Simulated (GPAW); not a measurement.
Records of electronic-structure calculations.

A GW chain in GPAW: P (puckered monolayer). The cell holds 4 atoms: 4 P. Cell: a = 4.363 Å, b = 3.278 Å, c = 13.000 Å, α = 90.0°, β = 90.0°, γ = 90.0°. Vacuum lies along c. The calculation used DFT, LDA, plane waves, PAW (and 1 further level or step) in GPAW 26.7.0, with cutoff 450 eV, GPAW PAW setups 1.2.1 data release, 6×8×1 k-mesh, nbands 312. The LDA gap is 0.57 eV, indirect (only 10 meV under the direct gap). The G0W0 gap on the mesh is 1.33 eV, the GW settings are 6×8×1 mesh, 140 bands, screening to 48 eV, full frequency, Hilbert transform and the known limits are short of the basis limit. It took 4 runs, 8.1 min in all on 4 MPI ranks of Arm Neoverse V1, shared host. G0W0 moves the gap on the mesh from 0.58 eV to 1.33 eV (+0.75 eV), with Z of 0.70 and 0.70 at the edges. The dearest step here is «empty states on the mesh». The structure was relaxed with LDA.

[Paths, hosts, dates, memory and timing lines, banners, echoed tables and standing remarks are left out of the program output; an Ansatz launch command may be rebuilt from the run's recorded settings. Measured values are a selection of at most five: reports struck by readers or far from the other reports are left out. None is set beside runs whose start may be inverted or whose files or cutoffs have a known fault.]

[Runs of the session that timed out or met a known fault of the program may be left out.]

[Hosts, paths, dates, database ids (printed as entryN), source tags and the programs' standing remarks are cut or masked in the printed files.]

[Where the starting crystal was built by hand or by swapping elements, it need not be the compound's stable phase.]
